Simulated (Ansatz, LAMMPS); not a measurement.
## Liquid dimethyl carbonate at 320 K (252 atoms): support functions against a reference

Wanted: errors and times of a linear-scaling basis for liquid dimethyl carbonate at 320 K (252 atoms). A setting counts as converged where the r.m.s. difference of forces stays under 1 % of the r.m.s. force.

Method: Kohn-Sham DFT, r2SCAN+D4, PAW (set soft_2), plane waves, in Ansatz 0.2.0.

**1. The structure**

The cell holds 252 atoms: 63 C, 63 O and 126 H. Its edges and angles: a = 14.319 Å, b = 14.319 Å, c = 14.319 Å, α = 90.0°, β = 90.0°, γ = 90.0°. 21 dimethyl carbonate placed at random, at 1.07 g/cm³; overlaps pushed apart, then 10 ps at 470 K with MMFF94 bonds, angles, torsions, charges and radii (Halgren, J. Comput. Chem. 17, 490 (1996)) in harmonic and 12-6 forms. Snapshot after 20 ps at 320 K and fixed volume.

Before any run, some limits are plain. The network of contacts between molecules at the start is that of the classical potential that made the cell, and needn't be the one that DFT or experiment would give. The density was typed from a rule of thumb and may lie off the real one at this temperature. Only the Γ point is sampled, in a cell whose shortest periodic width is 14 Å.

**2. How the cell was made**

A classical potential supplies the starting structure, since it reaches far longer times than DFT.

This step: classical MD, MMFF94 bonds, angles, torsions, charges and radii (Halgren, J. Comput. Chem. 17, 490 (1996)) in harmonic and 12-6 forms (LAMMPS 22 Jul 2025 - Update 4).

File in.lmp:

```
# liquid dimethyl carbonate
units real
atom_style full
boundary p p p
bond_style harmonic
angle_style harmonic
dihedral_style opls
improper_style harmonic
special_bonds lj 0 0 0.5 coul 0 0 0.75
read_data data.lmp
neigh_modify delay 0 every 1 check yes one 4000
comm_modify cutoff 12.0
timestep 0.5
thermo_style custom step time temp pe press density
thermo_modify norm yes
# push overlapping molecules apart
pair_style soft 2.6
pair_coeff * * 0.0
variable a equal ramp(1,60)
fix ad all adapt 1 pair soft a * * v_a
velocity all create 470 384586 mom yes dist gaussian
fix lim all nve/limit 0.03
fix lan all langevin 470 470 50 384587 zero yes
thermo 1000
run 3000 post no
unfix ad
pair_style lj/cut/coul/long 9.0
pair_modify mix arithmetic tail yes
pair_coeff 1 1 0.0678 3.3680   # C
pair_coeff 2 2 0.0763 3.0430   # O
pair_coeff 3 3 0.0678 3.4070   # C
pair_coeff 4 4 0.0763 2.9870   # O
pair_coeff 5 5 0.0216 2.5400   # H
kspace_style pppm 1.0e-4
# [... 17 lines left out ...]
compute msd all msd com yes
thermo 5000
fix md all nvt temp 320 320 100
run 20000 post no
print "== T320: mean square displacement over the hold $(c_msd[4]:%.2f) A^2"
unfix md
uncompute msd
write_dump all custom T320.dump id type xs ys zs modify sort id
```

The run is started by

```
$ lmp -in in.lmp -log none -nocite
```

Log:

```text
LAMMPS (22 Jul 2025 - Update 4)
Reading data file ...
  orthogonal box = (0 0 0) to (14.31862 14.31862 14.31862)
  252 atoms
  orthogonal box = (0 0 0) to (14.31862 14.31862 14.31862)
  231 bonds
  357 angles
  210 dihedrals
  21 impropers
   Step          Time           Temp          PotEng         Press         Density
         0   0              470            0.51298395     3920.6209      1.0699996
      1000   500            480.97278      1.6452212      9122.2642      1.0699996
      2000   1000           429.12603      1.5204479      21601.986      1.0699996
      3000   1500           425.29507      1.5226443      17250.064      1.0699996
Loop time of 0.581403 s on 1 MPI rank(s) for 3000 steps with 252 atoms
PPPM initialization ...
  G vector (1/distance) = 0.29047171
  grid = 8 8 8
  estimated relative force accuracy = 3.9830515e-05
   Step          Time           Temp          PotEng         Press         Density
      3000   1500           425.29507     -2.2426641      2985.4001      1.0699996
      3100   1550           425.29507     -3.6052018      5003.4041      1.0699996
      3200   1600           425.29507     -3.6493815      4018.8704      1.0699996
      3300   1650           425.29507     -3.6893861      3561.3098      1.0699996
Loop time of 1.10256 s on 1 MPI rank(s) for 300 steps with 252 atoms
[... 2 lines left out ...]
  Energy initial, next-to-last, final =
     -2.24266408460851  -3.68902863536495  -3.68938609055792
  Force two-norm initial, final = 725.53405 11.50323
  Iterations, force evaluations = 300 600
   Step          Time           Temp          PotEng         Press         Density
         0   0              470           -3.6893861      4082.136       1.0699996
      1000   500            439.48948     -2.5808413      8146.0678      1.0699996
      2000   1000           475.59732     -2.5702172      9627.195       1.0699996
Loop time of 2.72523 s on 1 MPI rank(s) for 2000 steps with 252 atoms
   Step          Time           Temp          PotEng         Press         Density
      2000   1000           475.59732     -2.5702172      9627.195       1.0699996
[... 5 lines left out ...]
Loop time of 14.4333 s on 1 MPI rank(s) for 10000 steps with 252 atoms
   Step          Time           Temp          PotEng         Press         Density
[... 4 lines left out ...]
Loop time of 7.14413 s on 1 MPI rank(s) for 5000 steps with 252 atoms
   Step          Time           Temp          PotEng         Press         Density
[... 2 lines left out ...]
     25000   24000          292.98699     -2.7796666     -1133.5816      1.0699996
     30000   29000          304.74248     -2.7767304     -7187.3263      1.0699996
     35000   34000          337.67016     -2.7742639     -6042.7594      1.0699996
     37000   36000          348.39469     -2.8588862      1046.8878      1.0699996
Loop time of 28.3224 s on 1 MPI rank(s) for 20000 steps with 252 atoms
== T320: mean square displacement over the hold 23.96 A^2
```

The job ended after 54 s (1 thread of Arm Neoverse N1, shared host; peak memory 0.13 GiB).

The input also reads data.lmp (atoms, bonds and types; not printed here).

**3. Plane-wave single point**

The first run fixes the reference, at a cutoff of 500 eV.

File input.yaml:

```yaml
crystal:
  lattice:
    - [14.31862, 0.0, 0.0]
    - [0.0, 14.31862, 0.0]
    - [0.0, 0.0, 14.31862]
  atoms:
    - { symbol: C, position: [0.23006, 0.41339, 0.24479] }
    - { symbol: O, position: [0.16698, 0.42986, 0.31856] }
    - { symbol: C, position: [0.20598, 0.43763, 0.40217] }
    - { symbol: O, position: [0.28898, 0.44759, 0.41168] }
    - { symbol: O, position: [0.13809, 0.43566, 0.46868] }
    - { symbol: C, position: [0.17349, 0.45353, 0.55989] }
    - { symbol: H, position: [0.18451, 0.3949, 0.19086] }
    - { symbol: H, position: [0.26745, 0.47616, 0.22938] }
    - { symbol: H, position: [0.27429, 0.34956, 0.25894] }
    - { symbol: H, position: [0.12652, 0.42373, 0.61408] }
    - { symbol: H, position: [0.24342, 0.43485, 0.57684] }
    - { symbol: H, position: [0.16622, 0.53025, 0.57856] }
    - { symbol: C, position: [0.35666, 0.74116, 0.52854] }
    - { symbol: O, position: [0.31214, 0.7657, 0.44147] }
    - { symbol: C, position: [0.33289, 0.85699, 0.41501] }
    - { symbol: O, position: [0.38121, 0.9086, 0.46646] }
    - { symbol: O, position: [0.30103, 0.87141, 0.3288] }
    - { symbol: C, position: [0.30773, 0.96652, 0.30564] }
    - { symbol: H, position: [0.33694, 0.66773, 0.54941] }
    - { symbol: H, position: [0.43251, 0.75294, 0.51454] }
    - { symbol: H, position: [0.34862, 0.78399, 0.588] }
    - { symbol: H, position: [0.38354, 0.97899, 0.31225] }
    - { symbol: H, position: [0.28725, 0.97643, 0.23472] }
    - { symbol: H, position: [0.26008, 0.00293, 0.35912] }
    - { symbol: C, position: [0.70452, 0.22217, 0.71331] }
    - { symbol: O, position: [0.75137, 0.16155, 0.77724] }
    - { symbol: C, position: [0.79061, 0.08568, 0.73657] }
    - { symbol: O, position: [0.78762, 0.06481, 0.65397] }
    - { symbol: O, position: [0.83875, 0.03241, 0.79705] }
    - { symbol: C, position: [0.89492, 0.96403, 0.75055] }
    - { symbol: H, position: [0.75009, 0.27803, 0.69771] }
    - { symbol: H, position: [0.68467, 0.18206, 0.65125] }
    [... 214 atom lines left out ...]
    - { symbol: H, position: [0.44576, 0.4002, 0.6688] }
    - { symbol: H, position: [0.53565, 0.39528, 0.58846] }
    - { symbol: H, position: [0.54995, 0.38348, 0.72055] }
    - { symbol: H, position: [0.75101, 0.69736, 0.70337] }
    - { symbol: H, position: [0.76326, 0.63726, 0.60282] }
    - { symbol: H, position: [0.7173, 0.74601, 0.59614] }
kpoints:
  mp_grid: { grid: [1, 1, 1] }
hamiltonian:
  xc: r2scan
  dispersion: d4
scf:
  occupations: { method: fixed }
output:
  forces: true
  stress: true
  populations: true
  dos:
    method: { smearing: { sigma: 0.1 } }
    de: 0.1
    projected: { site_lists: { C: [C], H: [H], O: [O] } }
  eigenvalues: true
  write_density: true
  write_potential: true
  volumetric_format: npy
```

The run is started by

```
$ ansatz run input.yaml --threads 8 --pin off --max-ram 15872MiB --backend cpu --events-out ev --progress --plain --runs-dir out
```

Log:

```text
Engine: ansatz 0.2.0, aarch64-unknown-linux-gnu
Pseudopotentials: kind: paw
Pseudopotential: C, paw, valence charge 4, recommended cutoff 500 eV (meta_gga), C.paw.azcp
Pseudopotential: O, paw, valence charge 6, recommended cutoff 500 eV (meta_gga), O.paw.azcp
Pseudopotential: H, paw, valence charge 1, recommended cutoff 500 eV (meta_gga), H.paw.azcp
[... 6 lines on functional and potentials left out ...]
Crystal: 252 atoms, lattice volume = 2935.645 Å³
Basis set: ecut = 500 eV, 74509 PW (Γ), exchange–correlation on 432×432×432 points (64 copies of the dense FFT grid, shifted against one another)
Bands: 630, of which v1, the nominal top of the filled ones, is band 378 counted from 1 (377 counted from 0)
Symmetry: 1 space group operations
Space group: P1 (ITA 1), of the structure as read, at distance tolerance 1.4e-4 Å
k-points: 1
[... 9 lines on functional and potentials left out ...]
Initial density: superposition of atomic densities (neutral atoms: chi_scale 0, normalization atom), corrected by the library's trained network
Initial wavefunctions: pseudopotential atomic-orbital guess
Functional: x = r2scan, c = r2scan; τ floored in thin density (d = 2e-4 eV/Å³)
SCF iter   1: F=—  HF=-53657.809234 eV  |F-HF|=—  |Δ(HF+E_count)|=         —  Δρ=7.84e-3  dr2=1.67e0  dr2_τ=1.98e1  ethr=1.77e-3  ⟨swp⟩=5.0  Hψ=2170  notcnv=0  defer=248
preconditioner: auto → Resta (q_TF=auto, 2.176 Å⁻¹)  ε∞=2.2  [insulator: Δε(μ)=5.965 eV  Ē_g=16.826 eV  n_scr=484 (ndim 8)  ℏωp=18.3 eV  f_vac=0.303  ε∞_Penn≈2.2]
SCF iter   2: F=—  HF=-53655.239892 eV  |F-HF|=—  |Δ(HF+E_count)|=    2.57e0  Δρ=3.93e-3  dr2=2.53e-1  dr2_τ=6.22e-2  ethr=2.20e-4  ⟨swp⟩=3.0  Hψ=1108  notcnv=0  defer=250
SCF iter   3: F=—  HF=-53655.227421 eV  |F-HF|=—  |Δ(HF+E_count)|=   1.25e-2  Δρ=1.75e-3  dr2=6.87e-2  dr2_τ=6.59e-3  ethr=3.34e-5  ⟨swp⟩=3.0  Hψ=722  notcnv=0  defer=250
SCF iter   4: F=—  HF=-53655.234719 eV  |F-HF|=—  |Δ(HF+E_count)|=   7.30e-3  Δρ=6.50e-4  dr2=1.29e-2  dr2_τ=1.84e-3  ethr=9.08e-6  ⟨swp⟩=3.0  Hψ=720  notcnv=0  defer=250
SCF iter   5: F=—  HF=-53655.237704 eV  |F-HF|=—  |Δ(HF+E_count)|=   2.99e-3  Δρ=2.19e-4  dr2=1.72e-3  dr2_τ=1.61e-4  ethr=1.71e-6  ⟨swp⟩=2.0  Hψ=1056  notcnv=0  defer=250
SCF iter   6: F=—  HF=-53655.239452 eV  |F-HF|=—  |Δ(HF+E_count)|=   1.75e-3  Δρ=9.03e-5  dr2=2.83e-4  dr2_τ=2.54e-5  ethr=2.28e-7  ⟨swp⟩=2.0  Hψ=753  notcnv=0  defer=250
SCF iter   7: F=—  HF=-53655.239972 eV  |F-HF|=—  |Δ(HF+E_count)|=   5.20e-4  Δρ=6.54e-5  dr2=1.14e-4  dr2_τ=1.46e-5  ethr=3.74e-8  ⟨swp⟩=2.0  Hψ=763  notcnv=0  defer=250
SCF iter   8: F=—  HF=-53655.239971 eV  |F-HF|=—  |Δ(HF+E_count)|=   9.84e-7  Δρ=1.29e-5  dr2=4.95e-6  dr2_τ=4.18e-7  ethr=1.50e-8  ⟨swp⟩=2.0  Hψ=762  notcnv=0  defer=245
SCF iter   9: F=—  HF=-53655.243987 eV  |F-HF|=—  |Δ(HF+E_count)|=   4.02e-3  Δρ=6.87e-6  dr2=1.32e-6  dr2_τ=1.69e-7  ethr=6.55e-10  ⟨swp⟩=2.0  Hψ=961  notcnv=0  defer=245
SCF iter  10: F=—  HF=-53655.243988 eV  |F-HF|=—  |Δ(HF+E_count)|=   1.35e-6  Δρ=2.46e-6  dr2=1.82e-7  dr2_τ=2.12e-8  ethr=1.75e-10  ⟨swp⟩=2.0  Hψ=762  notcnv=0  defer=245
SCF iter  11: F=-53655.243989 eV  HF=-53655.243989 eV  |F-HF|=6.27e-8  |Δ(HF+E_count)|=   3.15e-7  Δρ=9.62e-7  dr2=3.08e-8  dr2_τ=3.69e-9  ethr=1.32e-11  ⟨swp⟩=21.0  Hψ=5981  notcnv=0
SCF 1 converged in 11 iterations: F = -53655.243989 eV  dr2 = 3.08e-8
  greatest PAW one-centre occupation: 0.885 electrons in one spin orbital (limit 2), on the O atom at site 147 (counted from 0), in its partial waves of l = 0
WARN: The input density's exchange-correlation potential varies sharply where the density is thin. Do not read a vacuum level from v_tot or v_xc, or from such a field of the output density. On a cell that repeats whose density bears no net charge and no dipole along the vacuum's axis use v_es (v_loc + v_h of the components); [...]
SCF converged after 11 iterations
Free energy (F): -53655.243989 eV
Harris-Foulkes:  -53655.243989 eV  (|F-HF|=6.27e-8)
Internal energy: -53655.243989 eV  (E = F + TS)
E sigma→0 (E₀):  -53655.243989 eV
Fermi energy:    -2.196225 eV
--- Per-component energies (eV) ---
  E_band       = -7491.073382
  E_kinetic    = 18514.526859
  E_local      = -67216.778004  (includes V_loc(G=0)·N_el)
  E_nonlocal   = 4891.603645
  E_hartree    = 25358.428581
  E_xc         = -8654.603423
  E_vxc        = -12324.906894  (∫ρ·V_xc dr)
  E_paw        = -16514.929983  (= ΣΔE_a)
  E_vpaw       = -2860.886063  (= ΣTr[D̂ρ^β])
  E_aug_tail   = 0.002795  (compensation charges beyond the density's cutoff)
  E_vtau       = 788.508567  (kinetic-family band-sum trace: ∫τ·v_τ [+ j·A + Jᵃ·Aᵃ] dr)
  E_ewald      = -10025.079455
  E_disp       = -4.841980  (pairwise vdW)
  E_core_change = -3.573023  (= ΣΔE_core)
  E_smearing   = -0.000000  (= −TS)
  E_closure    = 0.000000  (closes the sum)
  Σ components = -53655.243989   (vs F -53655.243989, Δ=0.00e0)
--- Forces (eV/Å), atoms counted from 1 ---
  atom   1  C      0.77612422    -1.47579981     0.61202856
  atom   2  O     -1.21541823    -0.29000519     1.14313712
  atom   3  C     -0.14771601     0.41569021    -0.44851676
  atom   4  O      0.12757589    -0.07455940     0.96395399
  atom   5  O      1.33694567    -0.21686549    -0.22568833
  atom   6  C     -1.92322539     2.11045895     2.17185715
  atom   7  H     -0.68277005    -0.17105176    -1.53882458
  atom   8  H      0.66182672     0.23930598    -0.17152637
  atom   9  H     -0.30707599     1.36581241    -0.02963424
  atom  10  H      0.24256591    -0.37993435    -0.95607035
  atom  11  H      0.78514727    -0.51316339    -0.57421679
  atom  12  H      0.32303534    -1.01253093    -0.77660117
  atom  13  C      1.84750073    -1.48384322    -0.86204683
  atom  14  O     -0.37650230     1.77940626     0.07685380
[...]
atom 251  H     -0.63060944    -0.37107540     0.07321623
  atom 252  H     -0.78612914    -0.67540392     0.69153333
  max |Σ_I F_I| component: 2.49e-4 eV/Å
--- Stress (GPa, compression-positive) ---
       -1.028040      -0.157959      -0.045332
       -0.157959      -2.202242       0.184801
       -0.045332       0.184801      -1.559371
  P = ⅓ Tr σ = -1.5966 GPa (-15.966 kbar)
--- Band table (eV) ---
  k-point 0: bands = ["-26.0646", "-25.9837", "-25.9156", "-25.8267", [... 614 levels ...], "10.8490", "10.8728", "10.8775", "10.9321", "10.9476", "10.9852", "11.0107", "11.0352", "11.0636", "11.0910", "11.1162", "11.1416"]
--- Löwdin populations: 252 sites ---
  site symbol       q [e]
     0      C      4.2031
     1      O      6.2853
     2      C      3.2485
[...]
251      H      0.8073
  spilling = 0.014006 (of n_electrons = 756.000000)
```

Wall time 3 min (8 threads of Arm Neoverse N1, shared host); peak memory 8.9 GiB; 23 min of CPU time.

The program notes that the exchange-correlation potential is rough where the density is thin.

The run gave:

```yaml
free_energy: -53655.2440 eV
free_energy_per_atom: -212.9176 eV/atom
scf_cycles: 11
pressure: -1.597 GPa
r_m_s_force_component: 0.9744 eV/Å
longest_force: 4.441 eV/Å
fermi_energy: -2.196 eV
spacing_of_highest_filled_and_lowest_empty_level: 5.675 eV
spilling_of_the_projection: 0.01401
```

Neighbours are counted within 1.34 Å (H-C), 1.73 Å (C-O).

Length of the force by element and coordination:

```csv
element,coordination,atoms,mean length of the force (eV/Å),spread,least,most
C,all,63,1.93,0.793,0.629,3.75
C,3,21,1.71,0.717,0.629,3.25
C,4,42,2.04,0.806,0.749,3.75
H,all,126,1.00,0.488,0.108,2.40
O,all,63,1.95,0.862,0.325,4.44
O,1,21,1.98,1.04,0.561,4.44
O,2,42,1.93,0.760,0.325,3.48
```

Löwdin charges by element and coordination (they lack the spilled electrons, 0.042 e an atom on average):

```csv
element,coordination,atoms,mean charge (e),spread,least,most
C,all,63,0.108,0.446,-0.237,0.763
C,3,21,0.738,0.0106,0.719,0.763
C,4,42,-0.207,0.0136,-0.237,-0.173
H,all,126,0.202,0.0152,0.161,0.235
O,all,63,-0.344,0.0807,-0.483,-0.261
O,1,21,-0.456,0.0129,-0.483,-0.433
O,2,42,-0.287,0.0135,-0.316,-0.261
```

States in the cell by windows of 1 eV, zero at the Fermi level; the larger projections on atomic orbitals stand beside the total:

```csv
from (eV),to (eV),total,O p,C p,H s,O s,C s
-18,-14,0.0,0.0,0.0,0.0,0.0,0.0
-14,-13,5.9,2.2,0.4,1.0,0.0,2.3
-13,-12,36.1,12.4,2.1,6.3,0.2,14.5
-12,-11,27.2,4.0,1.7,8.2,1.4,11.5
-11,-10,14.8,2.3,0.9,4.3,0.8,6.1
-10,-9,0.0,0.0,0.0,0.0,0.0,0.0
-9,-8,33.4,9.0,7.7,6.2,4.2,5.6
-8,-7,41.5,17.6,14.0,4.2,3.1,1.9
-7,-6,47.5,22.8,17.2,3.7,2.4,0.4
-6,-5,58.4,28.1,17.0,5.9,5.6,0.7
-5,-4,100.7,38.6,39.5,17.6,2.9,0.8
-4,-3,40.4,12.8,18.4,7.9,0.6,0.1
-3,-2,76.5,26.4,27.4,18.0,3.1,0.3
-2,-1,45.0,28.9,7.4,6.7,1.1,0.2
-1,0,100.8,83.9,6.9,8.7,0.1,0.2
0,1,1.8,1.7,0.1,0.1,0.0,0.0
1,5,0.0,0.0,0.0,0.0,0.0,0.0
```

With fixed occupations the program's Fermi level is the highest filled level; weight inside the gap is the broadening of levels at its edges.

Between -24 and -18 eV lie 126 more states.

The levels nearest the highest filled one (over half full), pooled over k-points and spins:

```csv
level less the highest filled one (eV),occupation
-0.217,2
-0.17,2
-0.146,2
-0.119,2
-0.0805,2
0,2
5.67,0
5.70,0
5.98,0
6.06,0
6.10,0
6.14,0
```

Electrostatic potential energy in the ac plane at fractional y = 0.174, with atoms of O and H and C within 0.2 Å of it. With pseudopotentials it is smooth inside the atoms' cores, unlike the true potential.

Ten even steps from '0' (-39 eV) to '9' (6 eV), each cell a mean:
```
99999999999999999999999999999999999999999
99999999999999999999999999999999999999999
88999999999999999999999899999999999999999
87789999999999757999998899999999999999999
84247999999999626999999999999721389999999
86557899999998657899999999998500289999998
99888899999856768889999999986566899999999
99986689999877999899999999974688999999999
99950039999999999999999999973699999999999
99962149999988899999999999999999999999999
99999999999940799999999999999999999999999
99999999999987899999999999999999999999999
99999999999999998888999999999999999998899
99999999999999987546889999999999988876689
98999999999999610036766789999999832303789
43589998799999611388841145589999987632357
00068883079999988999840034389999999960003
53225521489999999999821789999999999997467
97314300289999999999977999998999999999999
99888755789999989999999999842465689999999
99999999999999977889999999821100068999999
99999999999999972027899999988732355899999
97689999999999862127899999999988888999999
95279999999999757789999999999999999999999
```
Columns run along a (14.3 Å; values clipped at the 3rd and 97th percentile), rows up along c (14.3 Å). Atoms in or near the plane, at fractional coordinates: O at (0.75, 0.78), H at (0.68, 0.65), O at (0.11, 0.62), C at (0.75, 0.13), H at (0.04, 0.02), C at (0.16, 0.23), C at (0.02, 0.30), O at (0.93, 0.30), H at (0.19, 0.30), H at (0.82, 0.38), C at (0.55, 0.32), O at (0.38, 0.36), H at (0.63, 0.32), H at (0.53, 0.25) and more.

(Part 1 of 2 ends here.)

[Logs are printed without paths, hosts, clocks, repeated set-up lines and the standing remarks that a program may print on its own settings, such as how far it seeks lower states.]

[Hosts, paths, dates, database ids (printed as entryN), source tags and the programs' standing remarks are cut or masked in the printed files.]

[The MMFF94 radii named for the starting cell were scaled by 0.96; in molecules described by MMFF94, hydrogen bound to N, O or S took a small fixed 12-6 site in their place.]
